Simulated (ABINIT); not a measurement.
## CdS (Greenockite): G0W0 in ABINIT against the wavefunction cutoff in GW

Wanted: the cheapest wavefunction cutoff in GW that holds the gap of CdS (Greenockite).

Method: PBE and many-body steps on it, plane waves, in ABINIT 10.8.3.

This is a report of a sequence of runs, with most program output left out.

The database entry behind the starting cell differs from later determinations by our own check (about 0.35 % long), so it need not match the best structure at ambient conditions.

## 1. Set-up

Symmetry: P6_3mc, No. 186, hexagonal system. Conventional cell: a = 4.150 Å, b = 4.150 Å, c = 6.737 Å, α = 90.00°, β = 90.00°, γ = 120.00°. Nearest to Cd lie 4 S at 2.53 to 2.54 Å. Nearest to S lie 4 Cd at 2.53 to 2.54 Å. Farther neighbours and most contacts between anions are not listed.

The cell and positions come from the Crystallography Open Database and are kept as given unless a step says otherwise.

## 2. Screening, 3×3×2 mesh, 67 bands, screening to 106.1 eV

This step: ABINIT 10.8.3; RPA screening on PBE, plane waves, norm-conserving pseudopotentials.

The RPA dielectric matrix is built and inverted for each q.

Input file run.abi:

```
acell 3*1.0 Angstrom
rprim 
  4.149999999997 0.000000000001 0.000000000000
  -2.074999999999 3.594005425702 0.000000000000
  0.000000000000 0.000000000000 6.737000000000
ntypat 2
znucl 48 16
natom 4
typat 1 1 2 2
xred 
  0.333333333333 0.666666666667 0.000000000000
  0.666666666667 0.333333333333 0.500000000000
  0.333333333333 0.666666666667 0.375000000000
  0.666666666667 0.333333333333 0.875000000000
pp_dirpath "pseudos"
pseudos "Cd.upf, S.upf"
ecut 47
ngkpt 3 3 2
nshiftk 1
shiftk 0 0 0
kptopt 1
chksymbreak 0
istwfk *1
occopt 1
irdwfk 1
optdriver 3
nband 67
ecuteps 3.9
inclvkb 2
awtr 1
symchi 1
ecutwfn 14.1
indata_prefix "in"
outdata_prefix "out"
tmpdata_prefix "tmp"
```

Run with:

```
$ OMP_NUM_THREADS=1 mpirun -n 4 abinit run.abi > log
```

Elapsed: 7.5 s, on 4 MPI ranks of Intel Xeon Platinum 8488C (Sapphire Rapids), shared host; peak memory 0.48 GiB; 29 s of CPU time.

This step gave:

* ε∞ with local fields, on this mesh, along the program's q direction: 13.96
* the same without local fields: 14.81
* plasma frequency: 26.59 eV
* plane waves in the screening matrix: 251

Local fields lower ε∞ by 6 %. On a Γ-centred mesh this coarse the value itself is usually too large, while a short band sum pulls it down.

## 3. 14.1 Ha

This step: G0W0 on PBE, plane waves, norm-conserving pseudopotentials.

Edit run.abi of step 2 so:

```diff
@@ -25,8 +25,15 @@
 irdwfk 1
-optdriver 3
+optdriver 4
 nband 67
+gwcalctyp 0
+ecutsigx 14.1
+symsigma 1
+nkptgw 1
+kptgw 
+  0.0000000000 0.0000000000 0.0000000000
+bdgw 
+  25 28
 ecuteps 3.9
-inclvkb 2
-awtr 1
-symchi 1
+irdscr 1
+ppmodel 1
 ecutwfn 14.1
```

The job ended after 3.3 s (4 MPI ranks; peak memory 0.49 GiB; 12 s of CPU time).

Numbers from this step:

```yaml
g0w0_gap_on_the_points_computed: 1.935 eV
starting_gap_on_the_mesh: 1.175 eV
k_of_the_valence_top: 0, 0, 0
k_of_the_conduction_bottom: 0, 0, 0
z_at_the_valence_top: 0.782
z_at_the_conduction_bottom: 0.813
least_direct_g0w0_gap_on_the_computed_points: 1.935 eV
```

## 4. Screening, 3×3×2 mesh, 67 bands, screening to 106.1 eV

This step: RPA screening on PBE, plane waves, norm-conserving pseudopotentials.

Edit run.abi of step 3 so:

```diff
@@ -25,16 +25,9 @@
 irdwfk 1
-optdriver 4
+optdriver 3
 nband 67
-gwcalctyp 0
-ecutsigx 14.1
-symsigma 1
-nkptgw 1
-kptgw 
-  0.0000000000 0.0000000000 0.0000000000
-bdgw 
-  25 28
 ecuteps 3.9
-irdscr 1
-ppmodel 1
-ecutwfn 14.1
+inclvkb 2
+awtr 1
+symchi 1
+ecutwfn 23.5
 indata_prefix "in"
```

Elapsed: 13 s, on 4 MPI ranks; peak memory 0.71 GiB.

This step gave:

- ε∞ with local fields, on this mesh, along the program's q direction: 13.82
- the same without local fields: 14.66
- plasma frequency: 26.70 eV
- plane waves in the screening matrix: 251

## 5. 23.5 Ha

The self-energy is evaluated for the states that the input lists, and the levels follow from it, in one-shot runs by the linearised quasiparticle equation.

This step: G0W0 on PBE, plane waves, norm-conserving pseudopotentials.

Edit run.abi of step 4 so:

```diff
@@ -25,8 +25,15 @@
 irdwfk 1
-optdriver 3
+optdriver 4
 nband 67
+gwcalctyp 0
+ecutsigx 23.5
+symsigma 1
+nkptgw 1
+kptgw 
+  0.0000000000 0.0000000000 0.0000000000
+bdgw 
+  25 28
 ecuteps 3.9
-inclvkb 2
-awtr 1
-symchi 1
+irdscr 1
+ppmodel 1
 ecutwfn 23.5
```

Run time: 3.5 s. Hardware: 4 MPI ranks; peak memory 0.6 GiB; 13 s of CPU time.

Numbers from this step:

```
G0W0 gap on the points computed              : 2.062 eV
starting gap on the mesh                     : 1.175 eV
k of the valence top                         : 0, 0, 0
k of the conduction bottom                   : 0, 0, 0
Z at the valence top                         : 0.78
Z at the conduction bottom                   : 0.812
least direct G0W0 gap on the computed points : 2.062 eV
```

The gap on the mesh goes from 1.18 eV to 2.06 eV, a correction of +0.89 eV.

## 6. Screening, 3×3×2 mesh, 67 bands, screening to 106.1 eV

This step: RPA screening on PBE, plane waves, norm-conserving pseudopotentials.

Edit run.abi of step 5 so:

```diff
@@ -25,16 +25,9 @@
 irdwfk 1
-optdriver 4
+optdriver 3
 nband 67
-gwcalctyp 0
-ecutsigx 23.5
-symsigma 1
-nkptgw 1
-kptgw 
-  0.0000000000 0.0000000000 0.0000000000
-bdgw 
-  25 28
 ecuteps 3.9
-irdscr 1
-ppmodel 1
-ecutwfn 23.5
+inclvkb 2
+awtr 1
+symchi 1
+ecutwfn 35.2
 indata_prefix "in"
```

Wall time 23 s (4 MPI ranks); peak memory 1 GiB.

This step gave:

| Item | Value |
| --- | --- |
| ε∞ with local fields, on this mesh, along the program's q direction | 13.79 |
| the same without local fields | 14.63 |
| plasma frequency | 26.71 eV |
| plane waves in the screening matrix | 251 |

## 7. 35.2 Ha

This step: G0W0 on PBE, plane waves, norm-conserving pseudopotentials.

Edit run.abi of step 6 so:

```diff
@@ -25,8 +25,15 @@
 irdwfk 1
-optdriver 3
+optdriver 4
 nband 67
+gwcalctyp 0
+ecutsigx 35.2
+symsigma 1
+nkptgw 1
+kptgw 
+  0.0000000000 0.0000000000 0.0000000000
+bdgw 
+  25 28
 ecuteps 3.9
-inclvkb 2
-awtr 1
-symchi 1
+irdscr 1
+ppmodel 1
 ecutwfn 35.2
```

Wall time 5.2 s (4 MPI ranks); peak memory 0.74 GiB; 20 s of CPU time.

This step gave:

```yaml
g0w0_gap_on_the_points_computed: 2.084 eV
starting_gap_on_the_mesh: 1.175 eV
k_of_the_valence_top: 0, 0, 0
k_of_the_conduction_bottom: 0, 0, 0
least_direct_g0w0_gap_on_the_computed_points: 2.084 eV
```

Against the run before, the gap moves by +0.022 eV.

## 8. Screening, 3×3×2 mesh, 67 bands, screening to 106.1 eV

This step: RPA screening on PBE, plane waves, norm-conserving pseudopotentials.

Edit run.abi of step 7 so:

```diff
@@ -25,16 +25,8 @@
 irdwfk 1
-optdriver 4
+optdriver 3
 nband 67
-gwcalctyp 0
-ecutsigx 35.2
-symsigma 1
-nkptgw 1
-kptgw 
-  0.0000000000 0.0000000000 0.0000000000
-bdgw 
-  25 28
 ecuteps 3.9
-irdscr 1
-ppmodel 1
-ecutwfn 35.2
+inclvkb 2
+awtr 1
+symchi 1
 indata_prefix "in"
```

Wall time 27 s (4 MPI ranks); peak memory 1.2 GiB; 1.8 min of CPU time.

Numbers from this step:

```
ε∞ with local fields, on this mesh, along the program's q direction : 13.79
the same without local fields                                       : 14.63
plasma frequency                                                    : 26.71 eV
plane waves in the screening matrix                                 : 251
```

## 9. 47 Ha

This step: G0W0 on PBE, plane waves, norm-conserving pseudopotentials.

Edit run.abi of step 8 so:

```diff
@@ -25,8 +25,15 @@
 irdwfk 1
-optdriver 3
+optdriver 4
 nband 67
+gwcalctyp 0
+ecutsigx 47
+symsigma 1
+nkptgw 1
+kptgw 
+  0.0000000000 0.0000000000 0.0000000000
+bdgw 
+  25 28
 ecuteps 3.9
-inclvkb 2
-awtr 1
-symchi 1
+irdscr 1
+ppmodel 1
 indata_prefix "in"
```

Run time: 5.6 s. Hardware: 4 MPI ranks; peak memory 1 GiB; 21 s of CPU time.

Numbers from this step:

```
G0W0 gap on the points computed              : 2.087 eV
starting gap on the mesh                     : 1.175 eV
k of the valence top                         : 0, 0, 0
k of the conduction bottom                   : 0, 0, 0
least direct G0W0 gap on the computed points : 2.087 eV
```

Against the run before, the gap moves by +0.003 eV.

## 10. Side by side

Times are wall times on 4 MPI ranks of Intel Xeon Platinum 8488C (Sapphire Rapids), shared host, good to a factor of about two. A run's time includes the screening step that it read.

```
    run   mesh  bands  screening cutoff (eV)  DFT gap (eV)  gap on the mesh (eV)  direct (eV)  ε∞ used  time
14.1 Ha  3×3×2     67                  106.1         1.175                 1.935        1.935    13.96  11 s
23.5 Ha  3×3×2     67                  106.1         1.175                 2.062        2.062    13.82  17 s
35.2 Ha  3×3×2     67                  106.1         1.175                 2.084        2.084    13.79  28 s
  47 Ha  3×3×2     67                  106.1         1.175                 2.087        2.087    13.79  33 s
```

## 11. Results

| Item | Value |
| --- | --- |
| 14.1 Ha | 1.935 eV |
| 23.5 Ha | 2.062 eV |
| 35.2 Ha | 2.084 eV |
| 47 Ha | 2.087 eV |
| known limits | not at the basis limit; no spin-orbit coupling; coarse k mesh |

The setting moved: wavefunction cutoff in GW. From 14.1 Ha to 47 Ha the gap moves by +0.15 eV, for 3.0 times the time. It holds to 0.03 eV from 23.5 Ha on. Bands and screening cutoff are coupled, so a series along one setting does not show full convergence. The exchange cutoff follows the wavefunction cutoff here. Bands and cutoff are finite, so the gap is not at the basis limit. The miss can reach some tenths of an eV and take either sign; the mesh is an error of its own. In the first G0W0 run levels were corrected at 1 k point alone, so a gap called «on the mesh» is the least over those, and an edge elsewhere would be missed. The 3×3×2 mesh is coarse for this cell, which bears on the long-range parts of exchange and screening. The many-body steps are scalar-relativistic: spin-orbit coupling is not in them.

[Paths, hosts, dates, memory and timing lines, banners, echoed tables and standing remarks are left out of the program output.]

[Logs are printed without paths, hosts, clocks, repeated set-up lines and the standing remarks that a program may print on its own settings, such as how far it seeks lower states.]

[Runs of the session that timed out or met a known fault of the program may be left out.]

[No measured gap is set beside runs whose start may be inverted or whose files or cutoffs have a known fault.]

[Hosts, paths, dates, database ids (printed as entryN), source tags and the programs' standing remarks are cut or masked in the printed files.]

[G0W0 gaps are taken among the corrected bands and points alone; a level outside them can change the order at an edge.]

[Where Ansatz stands beside ABINIT at settings called matched, ABINIT's density can come from a denser mesh and the files from another edition; pairs whose starting gaps differed by over 0.03 eV were left out, so agreement reads better than it is.]
